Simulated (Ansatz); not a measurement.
# A convergence test on GaCuSe2 (I-42d): k mesh of the hybrid

Aim: see how gap, energy and time of GaCuSe2 (I-42d) follow the k mesh of the hybrid.

Method: DFT, HSE06, plane waves, PAW; PAW set soft_1, in Ansatz 0.2.0.

## 1. Starting point

Symmetry: I-42d, No. 122, tetragonal system. Conventional cell: a = 5.619 Å, b = 5.619 Å, c = 11.026 Å, α = 90.00°, β = 90.00°, γ = 90.00°. Nearest to Ga lie 4 Se at 2.42 Å. Nearest to Cu lie 4 Se at 2.42 Å. Nearest to Se lie 2 Ga at 2.42 Å and 2 Cu at 2.42 Å. Farther neighbours and most contacts between anions are not listed.

Coordinates:

```cif
data_structure
_symmetry_space_group_name_H-M 'I-42d'
_symmetry_Int_Tables_number 122
_cell_length_a 5.6191
_cell_length_b 5.6191
_cell_length_c 11.0260
_cell_angle_alpha 90.000
_cell_angle_beta 90.000
_cell_angle_gamma 90.000
_cell_volume 348.14
loop_
_atom_site_label
_atom_site_type_symbol
_atom_site_symmetry_multiplicity
_atom_site_Wyckoff_symbol
_atom_site_fract_x
_atom_site_fract_y
_atom_site_fract_z
_atom_site_occupancy
Ga1 Ga 4 b 0.50000 0.50000 0.00000 1
Cu1 Cu 4 a 0.00000 0.00000 0.00000 1
Se1 Se 8 d 0.25062 0.25000 0.12500 1
```

The cell and positions come from the Crystallography Open Database and are kept as given unless a step says otherwise.

## 2. k mesh of the hybrid: 2×2×2

Contents of input.yaml:

```yaml
crystal:
  lattice:
    - [-2.80955, 2.80955, 5.513]
    - [2.80955, -2.80955, 5.513]
    - [2.80955, 2.80955, -5.513]
  atoms:
    - { symbol: Ga, position: [0.5, 0.5, 0.0] }
    - { symbol: Ga, position: [0.25, 0.75, 0.5] }
    - { symbol: Cu, position: [0.0, 0.0, 0.0] }
    - { symbol: Cu, position: [0.75, 0.25, 0.5] }
    - { symbol: Se, position: [0.375, 0.37562, 0.50062] }
    - { symbol: Se, position: [0.62438, 0.125, 0.99938] }
    - { symbol: Se, position: [0.875, 0.87438, 0.49938] }
    - { symbol: Se, position: [0.12562, 0.625, 0.00062] }
kpoints:
  mp_grid: { grid: [2, 2, 2] }
  band_path:
    path:
      - [0.0, 0.0, 0.0]
      - [0.0, 0.0, 0.5]
      - [0.25, 0.25, 0.25]
      - [0.0, 0.5, 0.0]
      - [0.5, 0.5, -0.5]
      - [0.31492883, 0.68507117, -0.31492883]
      - [-0.31492883, 0.31492883, 0.31492883]
      - [-0.12985765, 0.12985765, 0.5]
    npoints: 1
hamiltonian:
  xc: hse06
  pseudopotentials: { kind: paw, azcp: { folder: soft_1 } }
scf:
  occupations: { method: fixed }
  n_extra_bands: 6
output:
  eigenvalues: true
```

On the command line:

```console
ansatz run input.yaml --threads 3 --pin off --max-ram 92160MiB --backend cuda --events-out ev --progress --plain --runs-dir out --devices 1 --max-vram 13GiB
```

Numbers of over 12 decimals in the logs are rounded to 6 here.

Output:

```text
scf.n_extra_bands = 6 over 64 filled bands (N_el = 128.0): the run solves 70 bands
exact exchange: scf.exx.singularity resolves to wigner_seitz, which cuts the screened interaction at the faces of the exchange supercell's Wigner-Seitz cell, so that each pair interacts once, at the shortest of its separations (the periodic images that this leaves out come, for a point-like exchange hole, to about 0.001 eV on a filled level). The cut falls within the interaction's reach, and what an exchange supercel [...]
GPUs: using 1 of 1 available (devices: 1).
Engine: ansatz 0.2.0, x86_64-unknown-linux-gnu
Pseudopotentials: kind: paw
Pseudopotential: Ga, paw, valence charge 13, recommended cutoff 420 eV (normal), soft_1/Ga.paw.azcp
Pseudopotential: Cu, paw, valence charge 19, recommended cutoff 420 eV (normal), soft_1/Cu.paw.azcp
Pseudopotential: Se, paw, valence charge 16, recommended cutoff 420 eV (normal), soft_1/Se.paw.azcp
Functional definition: HSE06
  parameter a = 0.25
  parameter omega = 0.11/bohr
  exchange = pbe_x - a*pbe_x_sr(omega) + a*exact_x_sr(omega)
  correlation = pbe_c
davidson cushion auto → on  (no smearing: the cushion is to keep the highest requested band from converging to the state above it; pin scf.eigensolver.cushion to override)
concurrent solve slots: 2 of 3 are kept, ahead of what memory takes: no pass of the eigensolver takes more rounds on 2
device memory: the entry about to start is reckoned to put 2.9 GiB on a device that reports 67.1 GiB free (of which the cap on the GPU budget leaves the run 13.0 GiB)
GPU FFT provider: cuFFT
GPU libraries: cuBLAS 13.8.2, cuFFT 12.4.0, cuSOLVER 12.3.4
Crystal: 8 atoms, lattice volume = 174.069 Å³
Basis set: ecut = 420 eV, 3451 PW (Γ)
Bands: 70, of which v1, the nominal top of the filled ones, is band 64 counted from 1 (63 counted from 0)
Symmetry: 8 space group operations
Space group: I-42d (ITA 122), of the structure as read, at distance tolerance 5.6e-5 Å
k-points: 4 of 8
Non-local potential: Ga, projectors of the file, l = 0: 2, l = 1: 2, l = 2: 3, l = 3: 1
Non-local potential: Cu, projectors of the file, l = 0: 3, l = 1: 2, l = 2: 3, l = 3: 1
Non-local potential: Se, projectors of the file, l = 0: 2, l = 1: 2, l = 2: 3, l = 3: 1
PAW form: soft (Blöchl's): semilocal exchange-correlation on the pseudo side does not see the compensation charge
PAW frozen core: Ga, regenerated for the run's functional, and the local potential with it (the file was generated under x = pbe(κ = 0.804, μ = 0.219515), c = pbe(β = 0.066725))
PAW frozen core: Cu, regenerated for the run's functional, and the local potential with it (the file was generated under x = pbe(κ = 0.804, μ = 0.219515), c = pbe(β = 0.066725))
PAW frozen core: Se, regenerated for the run's functional, and the local potential with it (the file was generated under x = pbe(κ = 0.804, μ = 0.219515), c = pbe(β = 0.066725))
PAW one-centre angular grid: Ga, 590 points (default); XC on 64 Gauss nodes
PAW one-centre angular grid: Cu, 590 points (default); XC on 64 Gauss nodes
PAW one-centre angular grid: Se, 590 points (default); XC on 64 Gauss nodes
Initial density: superposition of atomic densities (chi_scale 0.1, normalization cell, long waves kept (reshape's long-wave potential 0.00 eV rms))
Initial wavefunctions: pseudopotential atomic-orbital guess
GPU buffer pool allocated for 110592 grid points (all kernels)
GPU transforms: local potential and band sums: pruned to the plane-wave sphere, on 45×45×45
Functional: x = pbe(κ = 0.804, μ = 0.219515), c = pbe(β = 0.066725), warm-up for x = pbe(κ = 0.804, μ = 0.219515) + 0.25 (exact − pbe) at short range (hse, ω = 0.207870 Å⁻¹), c = pbe(β = 0.066725); HSE06 as pw.x's `hse` composes it (authors' and Libxc's form: `xc: wpbeh`)
SCF iter   1: F=—  HF=-42696.877455 eV  |F-HF|=—  |Δ(HF+E_count)|=         —  Δρ=6.14e-2  dr2=4.48e0  ethr=1.00e-1  ⟨swp⟩=5.5  Hψ=734  notcnv=0
[...]
preconditioner: auto → none  [insulator: Δε(μ)=1.674 eV  Ē_g=13.195 eV  n_scr=60 (ndim 8)  ℏωp=23.9 eV  f_vac=0.128]
[...]
SCF iter   5: F=—  HF=-42702.134952 eV  |F-HF|=—  |Δ(HF+E_count)|=   5.37e-3  Δρ=2.44e-4  dr2=3.83e-4  ethr=2.62e-9  ⟨swp⟩=5.8  Hψ=1293  notcnv=0
SCF iter   6: F=—  HF=-42702.137814 eV  |F-HF|=—  |Δ(HF+E_count)|=   2.86e-3  Δρ=8.06e-4  dr2=8.18e-4  ethr=2.62e-9  ⟨swp⟩=6.0  Hψ=1251  notcnv=0  defer=1
SCF iter   7: F=—  HF=-42702.137674 eV  |F-HF|=—  |Δ(HF+E_count)|=   1.39e-4  Δρ=5.11e-4  dr2=3.78e-4  ethr=2.62e-9  ⟨swp⟩=4.0  Hψ=1019  notcnv=0
SCF iter   8: F=—  HF=-42702.137607 eV  |F-HF|=—  |Δ(HF+E_count)|=   6.74e-5  Δρ=2.00e-4  dr2=6.49e-5  ethr=2.62e-9  ⟨swp⟩=4.0  Hψ=868  notcnv=0
SCF iter   9: F=-42702.137592 eV  HF=-42702.137594 eV  |F-HF|=2.50e-6  |Δ(HF+E_count)|=   1.25e-5  Δρ=3.75e-5  dr2=9.40e-6  ethr=2.62e-9  ⟨swp⟩=4.0  Hψ=834  notcnv=0
SCF 2 stopped early in 9 iterations: F = -42702.137592 eV  dr2 = 9.40e-6
hybrid outer 1: dexx = +6.486e-2 eV, tail = 6.44e-4 eV
GPU FFT provider: cuFFT
GPU libraries: cuBLAS 13.8.2, cuFFT 12.4.0, cuSOLVER 12.3.4
GPU buffer pool allocated for 110592 grid points (all kernels)
GPU transforms: local potential and band sums: pruned to the plane-wave sphere, on 45×45×45
Exchange kernel: α = 0.2500, screened, ω = 0.2079 Å⁻¹, Wigner–Seitz truncation, v(0) = 962.0478 eV·Å³, q-mesh 2×2×2, nearest image of the exchange supercell L = 11.24 Å, pair-density grid 24×24×24, without the augmentation charges, whose exchange is taken in its separable form by FFT convolution over the k-point mesh (sized by the pseudopotential files, 40×40×30 at the most), smooth part of the exact exchange by density-matrix convolution in up to 1.34 GiB of GPU memory as planned if the GPU has room (build and FFT work areas not counted)
Frozen-core exchange: fock
SCF iter   1: F=—  HF=-42702.136517 eV  |F-HF|=—  |Δ(HF+E_count)|=         —  Δρ=1.40e-4  dr2=2.09e-5  ethr=2.52e-6  ⟨swp⟩=3.2  Hψ=648  notcnv=0
preconditioner: auto → none  [insulator: Δε(μ)=1.466 eV  Ē_g=12.911 eV  n_scr=60 (ndim 8)  ℏωp=23.9 eV  f_vac=0.133]
iter 2 solved again at ethr=5.84e-10 eV; its pass at ethr=1.53e-8 eV (dr2=7.47e-7 eV) is discarded
SCF iter   2: F=—  HF=-42702.136520 eV  |F-HF|=—  |Δ(HF+E_count)|=   2.12e-6  Δρ=3.09e-5  dr2=1.87e-6  ethr=5.84e-10  ⟨swp⟩=2.0  Hψ=1630  notcnv=0
SCF iter   3: F=—  HF=-42702.136526 eV  |F-HF|=—  |Δ(HF+E_count)|=   6.63e-6  Δρ=1.97e-5  dr2=4.53e-7  ethr=5.84e-10  ⟨swp⟩=4.8  Hψ=942  notcnv=0
SCF iter   4: F=-42702.136526 eV  HF=-42702.136526 eV  |F-HF|=8.37e-9  |Δ(HF+E_count)|=   1.06e-7  Δρ=6.05e-6  dr2=4.41e-8  ethr=2.88e-10  ⟨swp⟩=3.0  Hψ=708  notcnv=0
SCF 3 converged in 4 iterations: F = -42702.136526 eV  dr2 = 4.41e-8
hybrid outer 2: dexx = +5.913e-6 eV, tail = 3.95e-7 eV, Δε = 5.84e-3 eV (about 2.26e-4 eV left of the loop's levels)
device memory: the entry about to start is reckoned to put 1.5 GiB on a device that reports 61.6 GiB free (of which the cap on the GPU budget leaves the run 13.0 GiB)
NSCF: frozen V_eff on 8 k-points
hybrid SCF converged: 2 outer / 13 inner (+10 warm-up), last move |dexx| = 5.91e-6 eV, tail = 3.95e-7 eV
Stability not checked: this state was not tested for a lower state beside it, because the functional holds exact exchange (a hybrid, or Hartree-Fock), whose exchange loop this test does not read (fock_operator; see scf.lower_state_search)
Free energy (F): -42702.136524 eV
Frozen-core exchange: fock
Harris-Foulkes:  -42702.136524 eV  (|F-HF|=8.37e-9)
Internal energy: -42702.136524 eV  (E = F + TS)
E sigma→0 (E₀):  -42702.136524 eV
Fermi energy:    7.766378 eV
--- Per-component energies (eV) ---
  E_band       = -3022.649726
  E_kinetic    = 1184.385958
  E_local      = -25735.568204  (includes V_loc(G=0)·N_el)
  E_nonlocal   = 217.164747
  E_hartree    = 12742.572686
  E_xc         = -485.925035
  E_vxc        = -518.959493  (∫ρ·V_xc dr)
  E_exx        = -588.761353  (= α·E_x^exact, valence–valence)
  E_paw        = -15695.390286  (= ΣΔE_a)
  E_vpaw       = -2477.291091  (= ΣTr[D̂ρ^β])
  E_aug_tail   = 0.000059  (compensation charges beyond the density's cutoff)
  E_ewald      = -14336.105182
  E_core_change = -4.509914  (= ΣΔE_core)
  E_smearing   = -0.000000  (= −TS)
  E_closure    = 0.000000  (closes the sum)
  Σ components = -42702.136524   (vs F -42702.136524, Δ=0.00e0)
--- Band table (eV) ---
  k-point 0: bands = [... 60 lower, 5.7660, 7.6485, 7.6485, 7.7664, 9.2337, 10.6502, 11.1583, 12.9256, ... 2 higher]
  k-point 1: bands = [... 60 lower, 6.7894, 6.7894, 7.1669, 7.1669, 10.1026, 10.1026, 12.3776, 12.3776, ... 2 higher]
  k-point 2: bands = [... 60 lower, 6.1509, 6.2947, 6.4297, 7.1056, 11.1465, 11.5276, 12.1081, 13.1065, ... 2 higher]
  k-point 3: bands = [... 60 lower, 6.3261, 6.3261, 6.6551, 6.6551, 10.6867, 10.6867, 10.6996, 10.6996, ... 2 higher]
```

Wall time 25 s (1 × NVIDIA H100 80GB HBM3 (shared by 6 runs) with 3 threads of AMD EPYC 7R13 (Zen 3), shared host); peak memory 1.2 GiB.

Numbers from this step:

```yaml
gap: 1.467 eV
valence_top_at: Γ
conduction_bottom_at: Γ
least_direct_gap: 1.467 eV
exact_exchange_fraction: 0.25
```

The gap is direct, at Γ.

## 3. k mesh of the hybrid: 4×4×4

input.yaml: that of step 2 with these lines changed.

```diff
@@ -15,3 +15,3 @@
 kpoints:
-  mp_grid: { grid: [2, 2, 2] }
+  mp_grid: { grid: [4, 4, 4] }
   band_path:
```

Output:

```text
[...]
GPUs: using 1 of 1 available (devices: 1).
[...]
GPU FFT provider: cuFFT
GPU libraries: cuBLAS 13.8.2, cuFFT 12.4.0, cuSOLVER 12.3.4
Crystal: 8 atoms, lattice volume = 174.069 Å³
Basis set: ecut = 420 eV, 3451 PW (Γ)
Bands: 70, of which v1, the nominal top of the filled ones, is band 64 counted from 1 (63 counted from 0)
[... 1 set-up line as in the run before ...]
[...]
k-points: 13 of 64 (time reversal used)
[...]
Fermi energy:    7.764714 eV
[...]
--- Band table (eV; the first three rows and the last of 13) ---
  k-point 0: bands = [... 60 lower, 5.7558, 7.6456, 7.6456, 7.7647, 9.1944, 10.6384, 11.1426, 12.9224, ... 2 higher]
  k-point 1: bands = [... 60 lower, 6.1615, 6.2078, 6.9973, 7.4577, 10.5934, 11.0741, 12.1540, 12.5509, ... 2 higher]
  k-point 2: bands = [... 60 lower, 6.7851, 6.7851, 7.1619, 7.1619, 10.0806, 10.0806, 12.3629, 12.3629, ... 2 higher]
  k-point 12: bands = [... 60 lower, 6.3211, 6.3211, 6.6506, 6.6506, 10.6760, 10.6760, 10.6908, 10.6908, ... 2 higher]
[key lines of the parts left out:]
Free energy (F): -42702.324666 eV
```

It took 60 s on 1 × NVIDIA H100 80GB HBM3 (shared by 6 runs) with 3 threads; peak memory 1.8 GiB; 2.1 min of CPU time.

This step gave:

* gap: 1.430 eV
* valence top at: Γ
* conduction bottom at: Γ
* least direct gap: 1.430 eV

The gap is 1.430 eV, −0.038 eV from the run before at this level.

## 4. k mesh of the hybrid: 6×6×6

input.yaml: that of step 3 with these lines changed.

```diff
@@ -15,3 +15,3 @@
 kpoints:
-  mp_grid: { grid: [4, 4, 4] }
+  mp_grid: { grid: [6, 6, 6] }
   band_path:
```

Output:

```text
[...]
GPUs: using 1 of 1 available (devices: 1).
[...]
GPU FFT provider: cuFFT
GPU libraries: cuBLAS 13.8.2, cuFFT 12.4.0, cuSOLVER 12.3.4
Crystal: 8 atoms, lattice volume = 174.069 Å³
Basis set: ecut = 420 eV, 3451 PW (Γ)
Bands: 70, of which v1, the nominal top of the filled ones, is band 64 counted from 1 (63 counted from 0)
[... 1 set-up line as in the run before ...]
[...]
k-points: 30 of 216 (time reversal used)
[...]
Fermi energy:    7.765052 eV
[...]
--- Band table (eV; the first three rows and the last of 30) ---
  k-point 0: bands = [... 60 lower, 5.7549, 7.6455, 7.6455, 7.7651, 9.1920, 10.6380, 11.1421, 12.9223, ... 2 higher]
  k-point 1: bands = [... 60 lower, 6.0158, 6.5317, 7.3436, 7.5598, 10.2128, 10.9869, 11.9700, 12.6485, ... 2 higher]
  k-point 2: bands = [... 60 lower, 6.1899, 6.3590, 6.9140, 7.3376, 10.6202, 10.8736, 12.0533, 12.5200, ... 2 higher]
  k-point 29: bands = [... 60 lower, 6.3206, 6.3206, 6.6501, 6.6501, 10.6756, 10.6756, 10.6904, 10.6904, ... 2 higher]
[key lines of the parts left out:]
Free energy (F): -42702.328155 eV
```

Wall time 2.5 min (1 × NVIDIA H100 80GB HBM3 (shared by 6 runs) with 3 threads); peak memory 3.4 GiB.

Numbers from this step:

* gap: 1.427 eV
* valence top at: Γ
* conduction bottom at: Γ
* least direct gap: 1.427 eV

The gap is 1.427 eV, −0.003 eV from the run before at this level.

## 5. The series

Differences are against the last row; a negative gap means that bands overlap, and a run with a band path holds that path's time. Times are wall times on 1 × NVIDIA H100 80GB HBM3 (shared by 6 runs) with 3 threads of AMD EPYC 7R13 (Zen 3), shared host, good to a factor of about two.

```csv
k mesh of the hybrid,gap (eV),direct gap (eV),gap error (eV),energy error (meV/atom),irreducible k,time
2×2×2,1.467,1.467,+0.040,+24.0,4,25 s
4×4×4,1.430,1.430,+0.003,+0.4,13,60 s
6×6×6,1.427,1.427,+0.000,+0.0,30,2.5 min
```

## 6. Outcome

```yaml
2x2x2: 1.467 eV
4x4x4: 1.430 eV
6x6x6: 1.427 eV
```

The gap holds to 0.02 eV from 4×4×4 on. At 2×2×2 the gap is off by +0.040 eV and the energy by +24 meV/atom. The gap is read over the mesh and added points near the edges, so meshes differ mainly through the density and, for a hybrid, the exchange operator. The runs have no spin polarisation. For a closed low-spin shell that is the natural state; where a d or f shell is open it is a constraint, and the gap is then not the crystal's own.

[Paths, hosts, dates, memory and timing lines, banners, echoed tables and standing remarks are left out of the program output.]

[Logs are printed without paths, hosts, clocks, repeated set-up lines and the standing remarks that a program may print on its own settings, such as how far it seeks lower states.]

[Runs of the session that timed out or met a known fault of the program may be left out.]

[Cells called generated may have been cut or substituted from an entry of the Crystallography Open Database or the Materials Project.]

[Hosts, paths, dates, database ids (printed as entryN), source tags and the programs' standing remarks are cut or masked in the printed files.]
